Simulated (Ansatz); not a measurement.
# Rh(111) with 4 thermally displaced layers, 2x2: scattering by thermal displacements, part 2 of 2

How much do lattice vibrations at 273 K scatter the electrons of Rh? Layers with random displacements are laid between perfect leads, and the resistance is followed against their length. The measured value for the pure metal at this temperature is 4.3 µΩ cm (CRC Handbook of Chemistry and Physics, 84th ed., 2003, Electrical Resistivity of Pure Metals).

Ansatz 0.2.0; Ansatz plane-wave DFT, PBE, PAW files; ballistic transport by layer matching (Landauer), zero bias; PAW set soft_1.

So far, open channels per spin nearest the Fermi level: step 2 (with 4 displaced layers) 7.2.

## Step 4: With 12 displaced layers

Each atom of 12 layers is moved at random, by amounts drawn from a normal law 0.0426 Å wide in each direction from the Debye model (480 K) at 273 K. A fresh draw is used; the growth of the resistance with length is what counts.

System of this step: Rh(111) with 12 thermally displaced layers, 2x2. The cell holds 72 atoms: 72 Rh. Its edges and angles: a = 5.378 Å, b = 5.378 Å, c = 39.523 Å, α = 90.0°, β = 90.0°, γ = 120.0°. It derives from Rh. Regions: lead, 24 atoms (24 Rh); scattering region, 48 atoms (48 Rh). The structure is stacked along c, and the current runs across the ab planes.

The input, input.yaml:

```yaml
crystal:
  lattice:
    - [5.3783955991, 0.0, 0.0]
    - [-2.6891977995, 4.6578272204, 0.0]
    - [0.0, 0.0, 39.5229745576]
  atoms:
    - { symbol: Rh, position: [0.0, 0.0, 0.0277777778] }
    - { symbol: Rh, position: [0.0, 0.5, 0.0277777778] }
    - { symbol: Rh, position: [0.5, 0.0, 0.0277777778] }
    - { symbol: Rh, position: [0.5, 0.5, 0.0277777778] }
    - { symbol: Rh, position: [0.1666666667, 0.3333333333, 0.0833333333] }
    - { symbol: Rh, position: [0.1666666667, 0.8333333333, 0.0833333333] }
    - { symbol: Rh, position: [0.6666666667, 0.3333333333, 0.0833333333] }
    - { symbol: Rh, position: [0.6666666667, 0.8333333333, 0.0833333333] }
    - { symbol: Rh, position: [0.3333333333, 0.1666666667, 0.1388888889] }
    - { symbol: Rh, position: [0.3333333333, 0.6666666667, 0.1388888889] }
    - { symbol: Rh, position: [0.8333333333, 0.1666666667, 0.1388888889] }
    - { symbol: Rh, position: [0.8333333333, 0.6666666667, 0.1388888889] }
    - { symbol: Rh, position: [0.995239895, 0.9991532447, 0.1947156866] }
    - { symbol: Rh, position: [0.9885171461, 0.4824035284, 0.1943665221] }
    - { symbol: Rh, position: [0.5067451422, 0.0099200052, 0.1950673919] }
    - { symbol: Rh, position: [0.4915915597, 0.493379411, 0.196611904] }
    - { symbol: Rh, position: [0.1810369348, 0.3500860317, 0.2522955788] }
    - { symbol: Rh, position: [0.161948072, 0.8368575007, 0.2504939121] }
    - { symbol: Rh, position: [0.6735782578, 0.3382902663, 0.2502178185] }
    - { symbol: Rh, position: [0.6611741841, 0.8195895412, 0.2498216946] }
    - { symbol: Rh, position: [0.3279875331, 0.1678200229, 0.3050515324] }
    - { symbol: Rh, position: [0.341979277, 0.674158984, 0.3058883314] }
    - { symbol: Rh, position: [0.8362630525, 0.1675168763, 0.3050728215] }
    - { symbol: Rh, position: [0.8297632832, 0.6621328519, 0.3059738125] }
    - { symbol: Rh, position: [0.0027704209, 0.0053172351, 0.3596788048] }
    - { symbol: Rh, position: [0.0035444897, 0.4930234017, 0.360319542] }
    - { symbol: Rh, position: [0.4958591811, 0.9948465617, 0.3614249492] }
    - { symbol: Rh, position: [0.4905601864, 0.4902171862, 0.3601993208] }
    - { symbol: Rh, position: [0.1772623309, 0.3337381768, 0.4154080484] }
    - { symbol: Rh, position: [0.1596166895, 0.8191006511, 0.418595851] }
    - { symbol: Rh, position: [0.6567797301, 0.3377126198, 0.4172527047] }
    - { symbol: Rh, position: [0.6565533822, 0.8360800476, 0.4177416357] }
    - { symbol: Rh, position: [0.3382311565, 0.1690542564, 0.4732453652] }
    - { symbol: Rh, position: [0.3361466723, 0.669744044, 0.4720856249] }
    - { symbol: Rh, position: [0.8340328053, 0.1580555595, 0.473075757] }
    - { symbol: Rh, position: [0.8243421885, 0.6566901516, 0.472615967] }
    - { symbol: Rh, position: [0.0178095919, 0.0087967428, 0.5272218982] }
    - { symbol: Rh, position: [0.0034524851, 0.4958452206, 0.5276440826] }
    - { symbol: Rh, position: [0.4901110996, 0.9788037492, 0.5279843419] }
    - { symbol: Rh, position: [0.4886540118, 0.4936206975, 0.5261883589] }
    - { symbol: Rh, position: [0.1503386737, 0.3247050269, 0.5842233418] }
    - { symbol: Rh, position: [0.1797493997, 0.8331027751, 0.5845103032] }
    - { symbol: Rh, position: [0.6558307919, 0.3158439768, 0.5834949461] }
    - { symbol: Rh, position: [0.6682366555, 0.8294126564, 0.5836591364] }
    - { symbol: Rh, position: [0.333920081, 0.1587688333, 0.6372968357] }
    - { symbol: Rh, position: [0.3306152914, 0.6647360362, 0.6385087117] }
    - { symbol: Rh, position: [0.8490463089, 0.1824511157, 0.6384397361] }
    - { symbol: Rh, position: [0.8431732412, 0.6752736298, 0.6396576841] }
    - { symbol: Rh, position: [0.006517693, 0.9964394752, 0.6952419688] }
    - { symbol: Rh, position: [0.0197131776, 0.5073513563, 0.6937761881] }
    - { symbol: Rh, position: [0.5105878392, 0.0115473498, 0.6948422182] }
    - { symbol: Rh, position: [0.5025943613, 0.5141149948, 0.6930971735] }
    - { symbol: Rh, position: [0.1705807076, 0.3331853708, 0.7487132073] }
    - { symbol: Rh, position: [0.1779179913, 0.8365155596, 0.748742171] }
    - { symbol: Rh, position: [0.6694594404, 0.3293853621, 0.7479487604] }
    - { symbol: Rh, position: [0.662414702, 0.835744113, 0.7506852989] }
    - { symbol: Rh, position: [0.3348514706, 0.1670798038, 0.8060622131] }
    - { symbol: Rh, position: [0.3370449956, 0.6774326035, 0.8057157939] }
    - { symbol: Rh, position: [0.8381351358, 0.1716135081, 0.8044159089] }
    - { symbol: Rh, position: [0.8347061673, 0.6806490124, 0.8059170242] }
    - { symbol: Rh, position: [0.0, 0.0, 0.8611111111] }
    - { symbol: Rh, position: [0.0, 0.5, 0.8611111111] }
    - { symbol: Rh, position: [0.5, 0.0, 0.8611111111] }
    - { symbol: Rh, position: [0.5, 0.5, 0.8611111111] }
    - { symbol: Rh, position: [0.1666666667, 0.3333333333, 0.9166666667] }
    - { symbol: Rh, position: [0.1666666667, 0.8333333333, 0.9166666667] }
    - { symbol: Rh, position: [0.6666666667, 0.3333333333, 0.9166666667] }
    - { symbol: Rh, position: [0.6666666667, 0.8333333333, 0.9166666667] }
    - { symbol: Rh, position: [0.3333333333, 0.1666666667, 0.9722222222] }
    - { symbol: Rh, position: [0.3333333333, 0.6666666667, 0.9722222222] }
    - { symbol: Rh, position: [0.8333333333, 0.1666666667, 0.9722222222] }
    - { symbol: Rh, position: [0.8333333333, 0.6666666667, 0.9722222222] }
kpoints:
  mp_grid: { grid: [5, 5, 1] }
hamiltonian:
  xc: pbe
  pseudopotentials: { kind: paw, azcp: { folder: soft_1 } }
scf:
  occupations: { method: fermi_dirac, width: 0.1 }
output:
  transmission:
    leads: [[0, 4]]
    kmesh: [10, 10]
    e_range: [-0.05, 0.05]
    de: 0.05
  write_potential: true
  write_density: true
  volumetric_format: npy
```

Launch:

```
$ ansatz run input.yaml --threads 4 --pin off --max-ram 15360MiB --backend cpu --events-out ev --progress --plain --runs-dir out
```

Numbers of over 12 decimals in the logs are rounded to 6 here.

The log of the run:

```text
[...]
Crystal: 72 atoms, lattice volume = 990.115 Å³
Basis set: ecut = 420 eV, 19231 PW (Γ)
Bands: 735, of which v1, the nominal top of the filled ones, is band 612 counted from 1 (611 counted from 0)
Symmetry: 1 space group operations
[...]
k-points: 13 of 25 (time reversal used)
[...]
SCF iter   1: F=—  HF=-461045.040827 eV  |F-HF|=—  |Δ(HF+E_count)|=         —  Δρ=1.10e-1  dr2=1.11e2  ethr=3.10e-3  ⟨swp⟩=4.5  Hψ=26870  notcnv=0  defer=106
[...]
SCF iter  10: F=-461011.733561 eV  HF=-461011.733561 eV  |F-HF|=5.06e-9  |Δ(HF+E_count)|=   1.69e-9  Δρ=3.06e-7  dr2=5.48e-9  ethr=8.17e-12  ⟨swp⟩=2.0  Hψ=13651  notcnv=0
SCF 1 converged in 10 iterations: F = -461011.733561 eV  dr2 = 5.48e-9
[...]
transmission: 366 of 3640 steps passed
transmission: 728 of 3640 steps passed
[...]
transmission: 3640 of 3640 steps passed
SCF converged after 10 iterations
Free energy (F): -461011.733561 eV
[...]
Internal energy: -461008.564189 eV  (E = F + TS)
E sigma→0 (E₀):  -461010.148875 eV
Entropy (-TS):   -3.169372 eV (-44.019 meV/atom)
Fermi energy:    22.421295 eV
[...]
--- Band table (eV; the first three rows and the last of 13) ---
  k-point 0: bands = [... 608 lower, 22.9693, 22.9744, 22.9790, 22.9797, 22.9829, 22.9855, 22.9873, 22.9909, ... 119 higher]
  k-point 1: bands = [... 608 lower, 22.6311, 22.6380, 22.6460, 22.6507, 22.6571, 22.6621, 22.6720, 22.6814, ... 119 higher]
  k-point 2: bands = [... 608 lower, 21.9152, 21.9366, 21.9469, 21.9922, 22.0060, 22.0354, 22.0518, 22.0632, ... 119 higher]
  k-point 12: bands = [... 608 lower, 22.3949, 22.4091, 22.4181, 22.4272, 22.4416, 22.4474, 22.4584, 22.4755, ... 119 higher]
--- Transmission ---
  basis      : 211 plane waves across, 70 finite elements along
  points     : 52, standing for a mesh of 10 x 10
[...]
channels       : 7.200000e0 a spin
[...]
junction   : crystal 0 to crystal 0, 0.70 to 38.03 Å
    transmission   : 5.805399e0 a spin
[...]
```

Elapsed: 25 min, on 4 threads of Arm Neoverse V1, shared host; peak memory 7.4 GiB.

Numbers from this step:

```yaml
free_energy: -461011.7336 eV
energy_at_zero_smearing: -461010.1489 eV
transmission_per_spin_nearest_the_fermi_level: 5.805
step_of_the_lead_s_potential: 2.7 meV
```

Per spin. Table of transmission, zone mean by energy, zero at the Fermi level:

```tsv
energy (eV)	transmission, zone mean
-0.0500	5.64
0.0000	5.81
0.0500	5.83
```

Over the solved energies the transmission per spin lies between 5.64 and 5.83, out of 7 channels of the lead on average (up to 7.2).

## Step 5: Resistance against length

This step: Ansatz plane-wave DFT, PBE, PAW files; ballistic transport by layer matching (Landauer), zero bias; resistivity from the slope of the area resistance; PAW set soft_1 (Ansatz 0.2.0).

Numbers from this step:

```yaml
resistivity: 4.017 µΩ cm
intercept: -0.002123 fΩ m²
scatter_about_the_fit: 0.005739 fΩ m²
```

Resistance, by row:

```tsv
run	length (Å)	T	channels N	RA (fΩ m²)
n4	8.783	6.585	7	0.0291
n8	17.57	6.005	7	0.07656
n12	26.35	5.758	7	0.09966
```

The area resistance by length of the displaced region:

```tsv
length of the displaced region (Å)	area resistance (fΩ m²)
8.78	0.0291
17.57	0.0766
26.35	0.0997
```

The area resistance goes from 0.029 to 0.100 fΩ m² between 8.8 and 26.3 Å, a slope of 4.0 µΩ cm.

By hand from the end points: (0.09966 − 0.02910) fΩ m² / (26.35 − 8.78) Å = 4.0 µΩ cm, since 1 fΩ m² per Å is 1000 µΩ cm.

## Step 6: What came out

```yaml
resistivity_from_the_slope: 4.02 µΩ cm
area_resistance_over_8p78_a: 0.0291 fΩ m²
area_resistance_over_17p6_a: 0.0766 fΩ m²
area_resistance_over_26p3_a: 0.0997 fΩ m²
```

**Reading.** The slope gives 4.0 µΩ cm. The points scatter by 0.0057 fΩ m² about the line, with one random draw a length in a 2x2 cell, so the slope is a rough value. The mean square of the displacements drawn is 0.75, 0.94 and 0.81 of the nominal one at the three lengths; with each resistance scaled back by that, the slope is 4.8 µΩ cm, the value used below. Read with a model of isotropic scattering on a spherical Fermi surface and the lead's 2.2×10¹⁵ S/m², this slope means a mean free path near 80 Å; over these lengths the model's slope is 1.11 times its bulk resistivity, which would be 4.3 µΩ cm. Uncorrelated displacements put too much weight on short waves, which scatter strongly; with the sideways repeat of a small cell, one draw and three short lengths, the method is good to a factor of two or three. The measured value is 4.3 µΩ cm (CRC Handbook of Chemistry and Physics, 84th ed., 2003, Electrical Resistivity of Pure Metals); the scaled slope is 1.1 times that and the corrected value 1.0: fair for so small a cell.

[Logs are printed without paths, hosts, clocks, repeated set-up lines and the standing remarks that a program may print on its own settings, such as how far it seeks lower states.]

[Hosts, paths, dates, database ids (printed as entryN), source tags and the programs' standing remarks are cut or masked in the printed files.]
